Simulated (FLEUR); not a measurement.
# NiO: parallel and opposed starts

Wanted: the moments of NiO and the energy of each order that was tried.

Main program and level: FLEUR MaX-R8.1; PBE with U = 6 eV on Ni d; all-electron FLAPW, Dirac cores, scalar-relativistic bands.

This is a report of a sequence of runs, with most program output left out.

## 1. The structure

It takes space group Fm-3m (No. 225, cubic). Conventional cell: a = 4.172 Å, b = 4.172 Å, c = 4.172 Å, α = 90.00°, β = 90.00°, γ = 90.00°. Ni has 6 O at 2.09 Å nearest. O has 6 Ni at 2.09 Å nearest. Farther neighbours and most contacts between anions are not listed.

As a file:

```xyz
2
Lattice="0.0000 2.0859 2.0859 2.0859 0.0000 2.0859 2.0859 2.0859 0.0000" Properties=species:S:1:pos:R:3 pbc="T T T"
Ni    0.0000    0.0000    0.0000
O     2.0859    2.0859    2.0859
```

Steps with spin–orbit coupling that held too few empty states are left out.

## 2. Start 1: ferro +

The parallel start is the test of whether parallel moments hold. A Hubbard U acts on the open shell, since semilocal functionals spread its electrons too much.

inpgen writes inp.xml from crystal.txt; cutoffs, mixing, functional, smearing and local orbitals are then set in the file. The k list default-1 (kpts.xml, not shown) is a Γ-centred 12×12×12 mesh; where the ranks do not divide the number of points, some are split in two of half the weight.

inp.xml reads:

```
<?xml version="1.0" encoding="UTF-8" standalone="no"?>
<fleurInput fleurInputVersion="0.39">
   <comment>
      NiO
   </comment>
   <calculationSetup>
      <cutoffs Kmax="4.32" Gmax="13.0" GmaxXC="13.0" numbands="0"/>
      <scfLoop itmax="120" minDistance="0.0001" maxIterBroyd="15" imix="Anderson" alpha="0.05" precondParam="0.0" spinf="2.0" sdNocoIR="T"/>
      <coreElectrons ctail="T" frcor="F" kcrel="0" coretail_lmax="0"/>
      <xcFunctional name="pbe" relativisticCorrections="F"/>
      <magnetism jspins="2"/>
      <soc l_soc="F" theta="0.0" phi="0.0" spav="F"/>
      <expertModes spex="0" secvar="F"/>
      <geometryOptimization l_f="F" forcealpha="1.0" forcemix="BFGS" epsdisp="0.00001" epsforce="0.00001"/>
      <ldaU l_linMix="F" mixParam="0.05" spinf="1.0"/>
   </calculationSetup>
   <cell>
      <bzIntegration valenceElectrons="24.0" mode="hist" fermiSmearingEnergy="0.00367493">
         <kPointListSelection listName="default-1"/>
         <xi:include xmlns:xi="http://www.w3.org/2001/XInclude" href="kpts.xml"> </xi:include>
      </bzIntegration>
      <xi:include xmlns:xi="http://www.w3.org/2001/XInclude" href="sym.xml"> </xi:include>
      <bulkLattice scale="1.0">
         <bravaisMatrix>
            <row-1>    0.0000000000000000     3.9417828250996005     3.9417828250996005</row-1>
            <row-2>    3.9417828250996005     0.0000000000000000     3.9417828250996005</row-2>
            <row-3>    3.9417828250996005     3.9417828250996005     0.0000000000000000</row-3>
         </bravaisMatrix>
      </bulkLattice>
   </cell>
   <atomSpecies>
      <species name="Nickel (Ni2.000" element="Ni" atomicNumber="28">
         <mtSphere radius="2.46" gridPoints="813" logIncrement="0.015"/>
         <atomicCutoffs lmax="10" lnonsphr="8"/>
         <electronConfig flipSpins="F">
            <coreConfig>(1s1/2) (2s1/2) (2p1/2) (2p3/2)</coreConfig>
            <valenceConfig>(3s1/2) (3p1/2) (3p3/2) (4s1/2) (3d3/2) (3d5/2)</valenceConfig>
            <stateOccupation state="(3d3/2)" spinUp="2.0" spinDown="1.2"/>
            <stateOccupation state="(3d5/2)" spinUp="3.0" spinDown="1.8"/>
         </electronConfig>
         <energyParameters s="4" p="4" d="3" f="4"/>
         <ldaU l="2" U="6.0" J="0.0" l_amf="F"/>
         <lo type="SCLO" l="0" n="3" eDeriv="0"/>
         <lo type="SCLO" l="1" n="3" eDeriv="0"/>
      </species>
      <species name="Oxygen (O)" element="O" atomicNumber="8">
         <mtSphere radius="1.39" gridPoints="461" logIncrement="0.023"/>
         <atomicCutoffs lmax="6" lnonsphr="4"/>
         <electronConfig flipSpins="F">
            <coreConfig>(1s1/2)</coreConfig>
            <valenceConfig>(2s1/2) (2p1/2) (2p3/2)</valenceConfig>
            <stateOccupation state="(2p1/2)" spinUp="0.666667" spinDown="0.666667"/>
            <stateOccupation state="(2p3/2)" spinUp="1.333333" spinDown="1.333333"/>
         </electronConfig>
         <energyParameters s="2" p="2" d="3" f="4"/>
      </species>
   </atomSpecies>
   <atomGroups>
      <atomGroup species="Nickel (Ni2.000">
         <relPos label="                   1">.0000000000 .0000000000 .0000000000</relPos>
         <force calculate="T" relaxXYZ="TTT"/>
      </atomGroup>
      <atomGroup species="Oxygen (O)">
         <relPos label="                   2">1.000/2.000 1.000/2.000 1.000/2.000</relPos>
         <force calculate="T" relaxXYZ="TTT"/>
      </atomGroup>
   </atomGroups>
   <output dos="F" band="F" slice="F">
      <bandDOS minEnergy="-.5*Htr" maxEnergy="0.5*Htr" sigma="0.015" storeEVData="T"/>
      <plotting iplot="0" polar="F">
         <plot TwoD="T" vec1="  1.0  0.0  0.0" vec2="  0.0  1.0  0.0" vec3="  0.0  0.0  1.0" zero="  0.0  0.0  0.0" file="plot"/>
      </plotting>
      <moessbauerParams electricFieldGradient="F" isomerShift="F" coreHyperfine="F" valenceHyperfine="F"/>
   </output>
</fleurInput>
```

crystal.txt reads:

```
NiO
&input film=F cartesian=F /
0.00000000000  2.08590164140  2.08590164140
2.08590164140  0.00000000000  2.08590164140
2.08590164140  2.08590164140  0.00000000000
1.8897261246
1.0 1.0 1.0

2
28 0.00000000000  0.00000000000  0.00000000000 : 2.000
8 0.50000000000  0.50000000000  0.50000000000

&kpt div1=12 div2=12 div3=12 gamma=T /
```

Started as:

```bash
OMP_NUM_THREADS=1 inpgen -f crystal.txt > inpgen.log  # inp.xml is then edited as shown
OMP_NUM_THREADS=1 mpirun -n 2 fleur_MPI > fleur.log
```

The job ended after 18 s (2 MPI ranks of Intel Xeon 6975P-C (Granite Rapids), shared host; peak memory 0.16 GiB).

Numbers from this step:

* free energy: -43429.2747 eV
* program's band gap on this mesh (in a metal only a level spacing): 2.402 eV
* magnetization: 2 μB
* final state: ferromagnetic
* largest moment: 1.789 μB

After 19 cycles the largest moment stands at 1.79 μB.

## 3. Run 2 (antiferro q=(0,1/2,1/2) +-)

Another pattern of signs weighs the neighbour shells otherwise.

The cell is doubled to 4 atoms to hold this order. The mesh is halved along the doubled vector, so that both cells sample the same points. The k list default-1 (kpts.xml, not shown) is a Γ-centred 12×6×12 mesh.

Changes to inp.xml since step 2:

```diff
@@ -17,3 +17,3 @@
    <cell>
-      <bzIntegration valenceElectrons="24.0" mode="hist" fermiSmearingEnergy="0.00367493">
+      <bzIntegration valenceElectrons="48.0" mode="hist" fermiSmearingEnergy="0.00367493">
          <kPointListSelection listName="default-1"/>
@@ -25,4 +25,4 @@
             <row-1>    0.0000000000000000     3.9417828250996005     3.9417828250996005</row-1>
-            <row-2>    3.9417828250996005     0.0000000000000000     3.9417828250996005</row-2>
-            <row-3>    3.9417828250996005     3.9417828250996005     0.0000000000000000</row-3>
+            <row-2>    7.8835656501992011     0.0000000000000000     7.8835656501992011</row-2>
+            <row-3>    7.8835656501992011     3.9417828250996005     3.9417828250996005</row-3>
          </bravaisMatrix>
@@ -39,2 +39,16 @@
             <stateOccupation state="(3d5/2)" spinUp="3.0" spinDown="1.8"/>
+         </electronConfig>
+         <energyParameters s="4" p="4" d="3" f="4"/>
+         <ldaU l="2" U="6.0" J="0.0" l_amf="F"/>
+         <lo type="SCLO" l="0" n="3" eDeriv="0"/>
+         <lo type="SCLO" l="1" n="3" eDeriv="0"/>
+      </species>
+      <species name="Nickel (Ni-2.000" element="Ni" atomicNumber="28">
+         <mtSphere radius="2.46" gridPoints="813" logIncrement="0.015"/>
+         <atomicCutoffs lmax="10" lnonsphr="8"/>
+         <electronConfig flipSpins="F">
+            <coreConfig>(1s1/2) (2s1/2) (2p1/2) (2p3/2)</coreConfig>
+            <valenceConfig>(3s1/2) (3p1/2) (3p3/2) (4s1/2) (3d3/2) (3d5/2)</valenceConfig>
+            <stateOccupation state="(3d3/2)" spinUp="1.2" spinDown="2.0"/>
+            <stateOccupation state="(3d5/2)" spinUp="1.8" spinDown="3.0"/>
          </electronConfig>
@@ -62,4 +76,12 @@
       </atomGroup>
+      <atomGroup species="Nickel (Ni-2.000">
+         <relPos label="                   2">.0000000000 1.000/2.000 .0000000000</relPos>
+         <force calculate="T" relaxXYZ="TTT"/>
+      </atomGroup>
       <atomGroup species="Oxygen (O)">
-         <relPos label="                   2">1.000/2.000 1.000/2.000 1.000/2.000</relPos>
+         <relPos label="                   3">1.000/2.000 .0000000000 1.000/2.000</relPos>
+         <force calculate="T" relaxXYZ="TTT"/>
+      </atomGroup>
+      <atomGroup species="Oxygen (O)">
+         <relPos label="                   4">1.000/2.000 1.000/2.000 1.000/2.000</relPos>
          <force calculate="T" relaxXYZ="TTT"/>
```

crystal.txt reads:

```
NiO
&input film=F cartesian=F /
0.00000000000  2.08590164140  2.08590164140
4.17180328280  0.00000000000  4.17180328280
4.17180328280  2.08590164140  2.08590164140
1.8897261246
1.0 1.0 1.0

4
28 0.00000000000  0.00000000000  0.00000000000 : 2.000
28 0.00000000000  0.50000000000  0.00000000000 : -2.000
8 0.50000000000  0.00000000000  0.50000000000
8 0.50000000000  0.50000000000  0.50000000000

&kpt div1=12 div2=6 div3=12 gamma=T /
```

It took 5.1 min on 2 MPI ranks; peak memory 0.29 GiB; 10 min of CPU time.

Spin moment in the muffin-tin sphere by atom:

```csv
atom,spin moment in the muffin-tin sphere (μB)
Ni1,1.80
Ni2,-1.80
O3,-0.06
O4,0.06
```

Numbers from this step:

| Item | Value |
| --- | --- |
| free energy | -86858.5308 eV |
| program's band gap on this mesh (in a metal only a level spacing) | 2.519 eV |
| magnetization | 0 μB |
| final state | antiferromagnetic |

It lies 9.31 meV a seeded atom over the first start, and its largest moment is 1.80 μB against 1.79 μB.

## 4. Order 3, typed as antiferro q=(0,0,1/2) +-

Reversing part of the moments tests the sign of the couplings between them.

This order needs a doubled cell of 4 atoms. The mesh is halved along the doubled vector, so that both cells sample the same points. The k list default-1 (kpts.xml, not shown) is a Γ-centred 12×12×6 mesh.

Changes to inp.xml since step 3:

```diff
@@ -25,4 +25,4 @@
             <row-1>    0.0000000000000000     3.9417828250996005     3.9417828250996005</row-1>
-            <row-2>    7.8835656501992011     0.0000000000000000     7.8835656501992011</row-2>
-            <row-3>    7.8835656501992011     3.9417828250996005     3.9417828250996005</row-3>
+            <row-2>    3.9417828250996005     0.0000000000000000     3.9417828250996005</row-2>
+            <row-3>    7.8835656501992011     7.8835656501992011     0.0000000000000000</row-3>
          </bravaisMatrix>
@@ -77,3 +77,3 @@
       <atomGroup species="Nickel (Ni-2.000">
-         <relPos label="                   2">.0000000000 1.000/2.000 .0000000000</relPos>
+         <relPos label="                   2">.0000000000 .0000000000 1.000/2.000</relPos>
          <force calculate="T" relaxXYZ="TTT"/>
@@ -81,7 +81,4 @@
       <atomGroup species="Oxygen (O)">
-         <relPos label="                   3">1.000/2.000 .0000000000 1.000/2.000</relPos>
-         <force calculate="T" relaxXYZ="TTT"/>
-      </atomGroup>
-      <atomGroup species="Oxygen (O)">
-         <relPos label="                   4">1.000/2.000 1.000/2.000 1.000/2.000</relPos>
+         <relPos label="                   3">1.000/2.000 1.000/2.000 1.000/4.000</relPos>
+         <relPos label="                   4">1.000/2.000 1.000/2.000 -1.000/4.000</relPos>
          <force calculate="T" relaxXYZ="TTT"/>
```

crystal.txt reads:

```
NiO
&input film=F cartesian=F /
0.00000000000  2.08590164140  2.08590164140
2.08590164140  0.00000000000  2.08590164140
4.17180328280  4.17180328280  0.00000000000
1.8897261246
1.0 1.0 1.0

4
28 0.00000000000  0.00000000000  0.00000000000 : 2.000
28 0.00000000000  0.00000000000  0.50000000000 : -2.000
8 0.50000000000  0.50000000000  0.25000000000
8 0.50000000000  0.50000000000  0.75000000000

&kpt div1=12 div2=12 div3=6 gamma=T /
```

It took 5.3 min on 2 MPI ranks; peak memory 0.3 GiB; 11 min of CPU time.

Spin moment in the muffin-tin sphere by atom:

```csv
atom,spin moment in the muffin-tin sphere (μB)
Ni1,1.70
Ni2,-1.70
O3,0.00
O4,0.00
```

Numbers from this step:

```yaml
free_energy: -86858.7197 eV
program_s_band_gap_on_this_mesh_in_a_metal_only_a_level_spacing: 3.361 eV
magnetization: 0 μB
final_state: antiferromagnetic
```

It lies 85.2 meV a seeded atom under the first start, and its largest moment is 1.70 μB against 1.79 μB.

## 5. Ranking

Free energies are divided by the number of seeded atoms, so that cells of unlike size compare. Wavevectors q in the names are fractions of the primitive cell's reciprocal vectors.

Orders:

| start | final state | typed order kept | energy over the lowest (meV a seeded atom) | largest sphere moment (μB) | net moment (μB a primitive cell) | mesh matched | CPU time (s) |
| --- | --- | --- | --- | --- | --- | --- | --- |
| ferro + | ferromagnetic | yes | 85.16 | 1.789 | 2 | yes | 36.4 |
| antiferro q=(0,1/2,1/2) +- | antiferromagnetic | yes | 94.47 | 1.799 | 0 | yes | 597.1 |
| antiferro q=(0,0,1/2) +- | antiferromagnetic | yes | 0 | 1.7 | 0 | yes | 630.5 |

## 6. What came out

```yaml
lowest_state_found: antiferromagnetic (typed antiferro q=(0,0,1/2) +-)
largest_site_spin_moment: 1.70 μB
next_finished_state: ferromagnetic, 85.2 meV a seeded atom higher
```

The lowest state found is antiferromagnetic, reached from the start antiferro q=(0,0,1/2) +-, with moments up to 1.70 μB. The next finished state costs 85 meV a seeded atom. This is the lowest of 3 finished starts, no proof of the ground state.

[Logs and program files are shortened in this print: banners, set-up blocks, solver, clock and traceback lines can be left out without a mark of their own.]

[Logs are printed without paths, hosts, clocks, repeated set-up lines and the standing remarks that a program may print on its own settings, such as how far it seeks lower states.]

[Hosts, paths, dates, database ids (printed as entryN), source tags and the programs' standing remarks are cut or masked in the printed files.]

[Where a cell is said to come from a database of computed structures, the database is the Materials Project.]
